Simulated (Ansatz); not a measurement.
# SnOs (hypothetical, Pm-3m): phonons at finite temperature

Aim: the vibrations and stability of SnOs (hypothetical) with thermal and zero-point motion included. The crystal structure is hypothetical: it was made by swapping elements on a known structure type.

Calculated with Ansatz 0.2.0; DFT PBEsol, scalar-relativistic, plane waves, PAW; PAW set soft_1.

Report form: the programs' logs are mostly left out.

## (1) The structure

It takes space group Pm-3m (No. 221, cubic). The conventional cell has a = 2.923 Å, b = 2.923 Å, c = 2.923 Å, α = 90.00°, β = 90.00°, γ = 90.00°. Nearest to Sn lie 8 Os at 2.53 Å. Nearest to Os lie 8 Sn at 2.53 Å. Farther neighbours are not listed.

## (2) A first coarse run

Before spending time, one coarse run tells the gap and the pressure of the starting cell.

Input file input.yaml:

```yaml
crystal:
  lattice:
    - [2.92291, 0.0, 0.0]
    - [0.0, 2.92291, 0.0]
    - [0.0, 0.0, 2.92291]
  atoms:
    - { symbol: Sn, position: [0.5, 0.5, 0.5] }
    - { symbol: Os, position: [0.0, 0.0, 0.0] }
kpoints:
  mp_grid: { grid: [6, 6, 6] }
hamiltonian:
  xc: pbesol
  pseudopotentials: { kind: paw, azcp: { folder: soft_1 }, xc_functional: pbe }
scf:
  occupations: { method: gaussian, width: 0.1 }
  lower_state_search: "off"
output:
  forces: true
  stress: true
  eigenvalues: true
```

Command:

```bash
$ ansatz run input.yaml --threads 18 --pin off --max-ram 92160MiB --backend cuda --events-out ev --progress --plain --runs-dir out --max-vram 78GiB
```

Run time: 1.1 s. Hardware: 1 × NVIDIA GB200 with 18 threads of Arm Neoverse V2, shared host; peak memory 1.1 GiB; 1.8 s of CPU time.

Numbers from this step:

* pressure: 125.6 GPa
* volume per atom: 12.49 Å³/atom
* gap on the k-mesh: 0 eV

The start is under 126 GPa at this level and looks like a metal on this mesh.

## (3) A loose first relaxation

The start is far from rest, so a relaxation with loose thresholds first brings it near the minimum.

Changes to input.yaml since step 2:

```diff
@@ -20 +20,6 @@
   eigenvalues: true
+relax:
+  adjacent_minimum: "off"
+  f_tol: 0.05
+  max_steps: 80
+  cell: { stress_tol: 0.5 }
```

The job ended after 4.5 s (1 × NVIDIA GB200 with 18 threads; peak memory 1.1 GiB).

Relaxation path:

| step | energy less that of the first step (eV) | largest force component (eV/Å) | pressure (GPa) | volume (Å³) |
| --- | --- | --- | --- | --- |
| 1 | 0.0000 | 0.0000 | 125.60 | 24.97 |
| 2 | -1.9331 | 0.0000 | 45.37 | 28.80 |
| 3 | -2.4136 | 0.0000 | 13.70 | 31.54 |
| 4 | -2.4831 | 0.0000 | -0.99 | 33.43 |
| 5 | -2.4836 | 0.0000 | 0.00 | 33.28 |
| 6* | -2.4894 | 0.0000 | 0.18 | 33.28 |

Relaxation steps marked * repeat the geometry before them on a plane-wave basis chosen anew for their cell, so energy and pressure can jump there.

Forces are held to the 48 operations that the run works with; a distortion that breaks them can't arise in this run.

```csv
"conventional cell, symmetrised",before,after,change
a (Å),2.923,3.217,+10.0 %
b (Å),2.923,3.217,+10.0 %
c (Å),2.923,3.217,+10.0 %
volume (Å³/atom),12.49,16.64,+33.3 %
```

Final coordinates:

```xyz
2
Lattice="3.2166 0.0000 0.0000 0.0000 3.2166 0.0000 0.0000 0.0000 3.2166" Properties=species:S:1:pos:R:3 pbc="T T T"
Sn    1.6083    1.6083    1.6083
Os    0.0000    0.0000    0.0000
```

Numbers from this step:

| Quantity | Value |
| --- | --- |
| pressure | 0.1812 GPa |
| volume per atom | 16.64 Å³/atom |

The relaxation ends with a pressure of 0.18 GPa.

## (4) Relaxation

Phonons are second derivatives about a minimum, so cell and atoms are relaxed first, inside the symmetry of the start.

input.yaml, the sections that differ from step 3:

```yaml
crystal:
  lattice:
    - [3.2166402939, 0.0, 0.0]
    - [0.0, 3.2166402939, 0.0]
    - [0.0, 0.0, 3.2166402939]
  atoms:
    - { symbol: Sn, position: [0.5, 0.5, 0.5] }
    - { symbol: Os, position: [0.0, 0.0, 0.0] }
kpoints:
  mp_grid: { grid: [14, 14, 14] }
relax:
  adjacent_minimum: "off"
  f_tol: 0.005
  max_steps: 80
  cell: { stress_tol: 0.05 }
# hamiltonian, scf, output: as in step 3
```

Elapsed: 5.2 s, on 1 × NVIDIA GB200 with 18 threads; peak memory 1 GiB.

Little changed from the start: no atom moved by 0.005 Å and no cell edge by 0.1 %.

This step gave:

```
pressure        : -0.002009 GPa
volume per atom : 16.61 Å³/atom
```

## (5) Tight relaxation

The thresholds are tightened for a last relaxation ahead of the phonons, and where mesh or smearing change with them the cell follows.

input.yaml, the sections that differ from step 4:

```yaml
crystal:
  lattice:
    - [3.2149563283, 0.0, 0.0]
    - [0.0, 3.2149563283, 0.0]
    - [0.0, 0.0, 3.2149563283]
  atoms:
    - { symbol: Sn, position: [0.5, 0.5, 0.5] }
    - { symbol: Os, position: [0.0, 0.0, 0.0] }
kpoints:
  mp_grid: { grid: [16, 16, 16] }
scf:
  occupations: { method: methfessel_paxton, width: 0.2 }
  lower_state_search: "off"
relax:
  adjacent_minimum: "off"
  f_tol: 0.001
  max_steps: 60
  cell: { stress_tol: 0.01 }
# hamiltonian, output: as in step 4
```

Elapsed: 4.9 s, on 1 × NVIDIA GB200 with 18 threads; peak memory 1.1 GiB.

Little changed from the start: no atom moved by 0.005 Å and no cell edge by 0.1 %.

Numbers from this step:

| Item | Value |
| --- | --- |
| pressure | -8.74e-5 GPa |
| volume per atom | 16.62 Å³/atom |

The residual pressure is -8.7e-5 GPa, small enough for phonons.

## (6) Self-consistent phonons

Displacements are drawn from a Gaussian whose width depends on temperature, the forces on them update the Gaussian until it is self-consistent, and the free energy's curvature decides stability.

input.yaml, the sections that differ from step 5:

```yaml
crystal:
  lattice:
    - [3.2154480197, 0.0, 0.0]
    - [0.0, 3.2154480197, 0.0]
    - [0.0, 0.0, 3.2154480197]
  atoms:
    - { symbol: Sn, position: [0.5, 0.5, 0.5] }
    - { symbol: Os, position: [0.0, 0.0, 0.0] }
kpoints:
  mp_grid: { grid: [12, 12, 12] }
output:
  stress: true
  eigenvalues: true
phonons:
  method: fd
  supercell: [4, 4, 4]
  temperatures: { t_max: 1000, t_step: 50 }
  qpath:
    path:
      - [[0.0, 0.0, 0.0], [0.0, 0.5, 0.0], [0.5, 0.5, 0.0], [0.0, 0.0, 0.0], [0.5, 0.5, 0.5], [0.0, 0.5, 0.0]]
      - [[0.5, 0.5, 0.0], [0.5, 0.5, 0.5]]
    npoints: 10
  self_consistent:
    temperatures: [150.0, 300.0, 450.0, 600.0, 700.0]
    max_frames: 72
    max_frequency_error: 1.5
  dielectric: false
  interpolated_qmesh: [13, 13, 13]
# hamiltonian, scf: as in step 5
# relax: removed
```

It took 19 min on 1 × NVIDIA GB200 with 18 threads; peak memory 5.8 GiB.

Numbers from this step:

```
point group                     : m-3m
frames solved                   : 48
pressure of the lattice at rest : -0.08023 GPa
```

150 K; each column in its own order of rank; one wavevector of each set of like ones; translations left out; no LO-TO term. Modes at 150K, by row, the first 40 of 57 rows:

```
  q1    q2    q3  rank  harmonic (cm⁻¹)  gaussian (cm⁻¹)  gaussian error (cm⁻¹)  hessian (cm⁻¹)  hessian error (cm⁻¹)  path integral (cm⁻¹)  path integral error (cm⁻¹)
   0     0     0     1            152.1              155                    0.1           153.3                   0.1                 153.5                         0.1
   0     0     0     2            152.1              155                    0.1           153.3                   0.1                 153.5                         0.1
   0     0     0     3            152.1              155                    0.1           153.3                   0.1                 153.5                         0.1
   0     0  0.25     1             57.6             58.4                      0            57.6                     0                  57.6                         0.1
   0     0  0.25     2             57.6             58.4                      0            57.6                     0                  57.6                         0.1
   0     0  0.25     3            108.4            108.4                    0.1           107.7                   0.1                 107.7                         0.1
   0     0  0.25     4            147.8            149.8                      0           148.1                     0                   148                         0.1
   0     0  0.25     5            147.8            149.8                      0           148.1                     0                   148                         0.1
   0     0  0.25     6            211.2            212.7                    0.1           211.4                   0.1                 211.3                         0.1
   0     0   0.5     1             88.3             90.8                    0.1            89.6                   0.1                  89.6                         0.1
   0     0   0.5     2             88.3             90.8                    0.1            89.6                   0.1                  89.6                         0.1
   0     0   0.5     3            134.7            136.1                      0           134.4                   0.1                 134.4                         0.1
   0     0   0.5     4            134.7            136.1                      0           134.4                   0.1                 134.4                         0.1
   0     0   0.5     5            139.7            140.2                    0.2           139.1                   0.2                 139.1                         0.2
   0     0   0.5     6            239.8            239.7                      0           238.7                   0.2                 238.8                         0.1
   0  0.25  0.25     1             73.2             74.8                    0.1            73.9                   0.1                  73.8                         0.1
   0  0.25  0.25     2             83.9             82.8                      0            82.6                     0                  82.6                         0.1
   0  0.25  0.25     3            124.4            124.9                    0.1           123.9                   0.1                 123.9                         0.1
   0  0.25  0.25     4            137.4            139.4                      0           137.7                     0                 137.5                         0.2
   0  0.25  0.25     5            181.9              184                      0           182.4                     0                 182.4                         0.1
   0  0.25  0.25     6            189.2            189.8                    0.1           188.5                   0.1                 188.4                         0.1
   0  0.25   0.5     1             98.5              100                    0.1              99                   0.1                  98.9                         0.1
   0  0.25   0.5     2            112.4            112.1                    0.1           111.4                   0.1                 111.4                         0.1
   0  0.25   0.5     3            122.7            122.1                      0           121.4                     0                 121.3                         0.1
   0  0.25   0.5     4            126.1            127.6                      0           125.9                     0                 125.8                         0.1
   0  0.25   0.5     5            183.1            184.9                      0           183.5                   0.1                 183.5                         0.1
   0  0.25   0.5     6            206.9            208.3                    0.1           207.1                   0.1                 207.1                         0.1
   0   0.5   0.5     1              107            108.1                    0.1           107.3                   0.1                 107.2                         0.2
   0   0.5   0.5     2            111.2            110.1                    0.1           109.9                   0.1                 109.9                         0.1
   0   0.5   0.5     3            111.2            110.1                    0.1           109.9                   0.1                 109.9                         0.1
   0   0.5   0.5     4            116.9            118.7                    0.1           117.1                   0.1                 117.3                         0.2
   0   0.5   0.5     5            204.2              206                      0           204.6                     0                 204.6                         0.1
   0   0.5   0.5     6            204.2              206                      0           204.6                     0                 204.6                         0.1
0.25  0.25  0.25     1             96.9             96.6                      0            95.9                   0.1                  95.9                         0.1
0.25  0.25  0.25     2             96.9             96.6                      0            95.9                   0.1                  95.9                         0.1
0.25  0.25  0.25     3              122            122.2                    0.1           121.3                   0.1                 121.3                         0.1
0.25  0.25  0.25     4            172.5            174.4                      0           172.7                     0                 172.7                         0.1
0.25  0.25  0.25     5            172.5            174.4                      0           172.7                     0                 172.7                         0.1
0.25  0.25  0.25     6            174.1            175.5                      0           174.2                   0.1                 174.2                         0.1
0.25  0.25   0.5     1            102.6            102.6                    0.1             102                   0.1                   102                         0.1
```

300 K; each column in its own order of rank; one wavevector of each set of like ones; translations left out; no LO-TO term. Modes at 300K, by row, the first 40 of 57 rows:

```csv
q1,q2,q3,rank,harmonic (cm⁻¹),gaussian (cm⁻¹),gaussian error (cm⁻¹),hessian (cm⁻¹),hessian error (cm⁻¹),path integral (cm⁻¹),path integral error (cm⁻¹)
0,0,0,1,152.1,157.1,0.2,153.7,0.3,153.6,0.4
0,0,0,2,152.1,157.1,0.2,153.7,0.3,153.6,0.4
0,0,0,3,152.1,157.1,0.2,153.7,0.3,153.6,0.4
0,0,0.25,1,57.6,59.1,0.1,57.5,0.1,57.5,0.1
0,0,0.25,2,57.6,59.1,0.1,57.5,0.1,57.5,0.1
0,0,0.25,3,108.4,108.4,0.1,107,0.1,107,0.2
0,0,0.25,4,147.8,151.3,0,147.8,0.1,147.9,0.2
0,0,0.25,5,147.8,151.3,0,147.8,0.1,147.9,0.2
0,0,0.25,6,211.2,213.1,0.2,210.6,0.3,210.2,0.3
0,0,0.5,1,88.3,92.9,0.3,90.5,0.3,90.6,0.3
0,0,0.5,2,88.3,92.9,0.3,90.5,0.3,90.6,0.3
0,0,0.5,3,134.7,137.2,0,133.9,0.1,133.9,0.1
0,0,0.5,4,134.7,137.2,0,133.9,0.1,133.9,0.1
0,0,0.5,5,139.7,140.3,0.2,138.3,0.2,138.1,0.3
0,0,0.5,6,239.8,239.2,0.1,237.3,0.2,237.2,0.2
0,0.25,0.25,1,73.2,75.9,0.1,74.1,0.1,74.2,0.1
0,0.25,0.25,2,83.9,81.8,0.1,81.4,0.1,81.3,0.1
0,0.25,0.25,3,124.4,125.3,0.1,123.2,0.2,123.2,0.1
0,0.25,0.25,4,137.4,140.9,0,137.5,0.1,137.7,0.2
0,0.25,0.25,5,181.9,185.7,0.1,182.6,0.1,182.5,0.1
0,0.25,0.25,6,189.2,190.2,0.1,187.6,0.1,187.5,0.1
0,0.25,0.5,1,98.5,101.1,0.1,99.1,0.2,99.1,0.2
0,0.25,0.5,2,112.4,111.6,0.1,110.3,0.1,110.1,0.1
0,0.25,0.5,3,122.7,121.6,0.1,120.2,0.1,120.2,0.1
0,0.25,0.5,4,126.1,128.7,0.1,125.5,0.1,125.3,0.1
0,0.25,0.5,5,183.1,186.2,0.1,183.4,0.2,183.2,0.2
0,0.25,0.5,6,206.9,209.5,0.1,207.2,0.1,207.1,0.2
0,0.5,0.5,1,107,109.2,0.1,107.8,0.3,107.7,0.3
0,0.5,0.5,2,111.2,109.2,0.1,108.9,0.1,108.8,0.1
0,0.5,0.5,3,111.2,109.5,0.2,108.9,0.1,108.8,0.1
0,0.5,0.5,4,116.9,120,0.1,116.8,0.2,116.9,0.2
0,0.5,0.5,5,204.2,207.4,0.1,204.8,0.1,205.1,0.3
0,0.5,0.5,6,204.2,207.4,0.1,204.8,0.1,205.1,0.3
0.25,0.25,0.25,1,96.9,96.3,0.1,94.9,0.1,94.8,0.1
0.25,0.25,0.25,2,96.9,96.3,0.1,94.9,0.1,94.8,0.1
0.25,0.25,0.25,3,122,122.1,0.2,120.5,0.2,120.2,0.2
0.25,0.25,0.25,4,172.5,175.9,0.1,172.7,0.1,172.8,0.2
0.25,0.25,0.25,5,172.5,175.9,0.1,172.7,0.1,172.8,0.2
0.25,0.25,0.25,6,174.1,176.7,0.1,174.1,0.1,173.9,0.2
0.25,0.25,0.5,1,102.6,102.5,0.2,101.3,0.2,101.2,0.2
```

450 K; each column in its own order of rank; one wavevector of each set of like ones; translations left out; no LO-TO term. Modes at 450K, by row, the first 40 of 57 rows:

| q1 | q2 | q3 | rank | harmonic (cm⁻¹) | gaussian (cm⁻¹) | gaussian error (cm⁻¹) | hessian (cm⁻¹) | hessian error (cm⁻¹) | path integral (cm⁻¹) | path integral error (cm⁻¹) |
| --- | --- | --- | --- | --- | --- | --- | --- | --- | --- | --- |
| 0 | 0 | 0 | 1 | 152.1 | 159.3 | 0.4 | 154.3 | 0.4 | 154.6 | 0.5 |
| 0 | 0 | 0 | 2 | 152.1 | 159.3 | 0.4 | 154.3 | 0.4 | 154.6 | 0.5 |
| 0 | 0 | 0 | 3 | 152.1 | 159.3 | 0.4 | 154.3 | 0.4 | 154.6 | 0.5 |
| 0 | 0 | 0.25 | 1 | 57.6 | 59.6 | 0.1 | 57.3 | 0.1 | 57.3 | 0.1 |
| 0 | 0 | 0.25 | 2 | 57.6 | 59.6 | 0.1 | 57.3 | 0.1 | 57.3 | 0.1 |
| 0 | 0 | 0.25 | 3 | 108.4 | 107.8 | 0.2 | 105.8 | 0.2 | 105.7 | 0.3 |
| 0 | 0 | 0.25 | 4 | 147.8 | 152.9 | 0.1 | 147.8 | 0.1 | 147.9 | 0.3 |
| 0 | 0 | 0.25 | 5 | 147.8 | 152.9 | 0.1 | 147.8 | 0.1 | 147.9 | 0.3 |
| 0 | 0 | 0.25 | 6 | 211.2 | 213 | 0.4 | 209.3 | 0.6 | 209.4 | 0.6 |
| 0 | 0 | 0.5 | 1 | 88.3 | 94.2 | 0.2 | 90.8 | 0.4 | 90.9 | 0.3 |
| 0 | 0 | 0.5 | 2 | 88.3 | 94.2 | 0.2 | 90.8 | 0.4 | 90.9 | 0.3 |
| 0 | 0 | 0.5 | 3 | 134.7 | 138.2 | 0.2 | 133.3 | 0.2 | 133.4 | 0.3 |
| 0 | 0 | 0.5 | 4 | 134.7 | 138.2 | 0.2 | 133.3 | 0.2 | 133.4 | 0.3 |
| 0 | 0 | 0.5 | 5 | 139.7 | 140.4 | 0.2 | 137.4 | 0.5 | 137.4 | 0.3 |
| 0 | 0 | 0.5 | 6 | 239.8 | 238.9 | 0.4 | 236.1 | 0.5 | 236.2 | 0.5 |
| 0 | 0.25 | 0.25 | 1 | 73.2 | 77.1 | 0.1 | 74.4 | 0.1 | 74.4 | 0.1 |
| 0 | 0.25 | 0.25 | 2 | 83.9 | 80.6 | 0.1 | 80 | 0.1 | 79.9 | 0.1 |
| 0 | 0.25 | 0.25 | 3 | 124.4 | 125.2 | 0.2 | 122.2 | 0.2 | 122.2 | 0.2 |
| 0 | 0.25 | 0.25 | 4 | 137.4 | 142.6 | 0.1 | 137.5 | 0.1 | 137.4 | 0.2 |
| 0 | 0.25 | 0.25 | 5 | 181.9 | 187.3 | 0.1 | 182.7 | 0.1 | 182.7 | 0.2 |
| 0 | 0.25 | 0.25 | 6 | 189.2 | 190.4 | 0.2 | 186.7 | 0.2 | 186.4 | 0.3 |
| 0 | 0.25 | 0.5 | 1 | 98.5 | 102.1 | 0.2 | 99.2 | 0.2 | 99.3 | 0.2 |
| 0 | 0.25 | 0.5 | 2 | 112.4 | 111.1 | 0.1 | 109.1 | 0.1 | 109 | 0.1 |
| 0 | 0.25 | 0.5 | 3 | 122.7 | 120.4 | 0.2 | 118.3 | 0.3 | 118.1 | 0.3 |
| 0 | 0.25 | 0.5 | 4 | 126.1 | 129.9 | 0.1 | 125.1 | 0.1 | 124.9 | 0.2 |
| 0 | 0.25 | 0.5 | 5 | 183.1 | 187.7 | 0.1 | 183.5 | 0.1 | 183.4 | 0.2 |
| 0 | 0.25 | 0.5 | 6 | 206.9 | 210.5 | 0.1 | 207 | 0.2 | 206.9 | 0.3 |
| 0 | 0.5 | 0.5 | 1 | 107 | 107.8 | 0.4 | 107.3 | 0.4 | 107.1 | 0.4 |
| 0 | 0.5 | 0.5 | 2 | 111.2 | 107.8 | 0.4 | 107.3 | 0.4 | 107.1 | 0.4 |
| 0 | 0.5 | 0.5 | 3 | 111.2 | 109.8 | 0.3 | 107.3 | 0.3 | 107.3 | 0.2 |
| 0 | 0.5 | 0.5 | 4 | 116.9 | 121.2 | 0.2 | 116.6 | 0.2 | 116.6 | 0.4 |
| 0 | 0.5 | 0.5 | 5 | 204.2 | 208.9 | 0.2 | 205 | 0.3 | 205 | 0.3 |
| 0 | 0.5 | 0.5 | 6 | 204.2 | 208.9 | 0.2 | 205 | 0.3 | 205 | 0.3 |
| 0.25 | 0.25 | 0.25 | 1 | 96.9 | 95.7 | 0.1 | 93.6 | 0.1 | 93.5 | 0.2 |
| 0.25 | 0.25 | 0.25 | 2 | 96.9 | 95.7 | 0.1 | 93.6 | 0.1 | 93.5 | 0.2 |
| 0.25 | 0.25 | 0.25 | 3 | 122 | 122.1 | 0.1 | 119.7 | 0.1 | 119.6 | 0.2 |
| 0.25 | 0.25 | 0.25 | 4 | 172.5 | 177.2 | 0 | 172.4 | 0.1 | 172.3 | 0.2 |
| 0.25 | 0.25 | 0.25 | 5 | 172.5 | 177.2 | 0 | 172.4 | 0.1 | 172.3 | 0.2 |
| 0.25 | 0.25 | 0.25 | 6 | 174.1 | 177.5 | 0.1 | 173.7 | 0.2 | 173.6 | 0.2 |
| 0.25 | 0.25 | 0.5 | 1 | 102.6 | 102.2 | 0.1 | 100.4 | 0.2 | 100.2 | 0.1 |

(Continued in part 2 of 2.)

[Logs are printed without paths, hosts, clocks, repeated set-up lines and the standing remarks that a program may print on its own settings, such as how far it seeks lower states.]

[Hosts, paths, dates, database ids (printed as entryN), source tags and the programs' standing remarks are cut or masked in the printed files.]

[A step with changed settings may run another functional than the one named; its input shows which.]
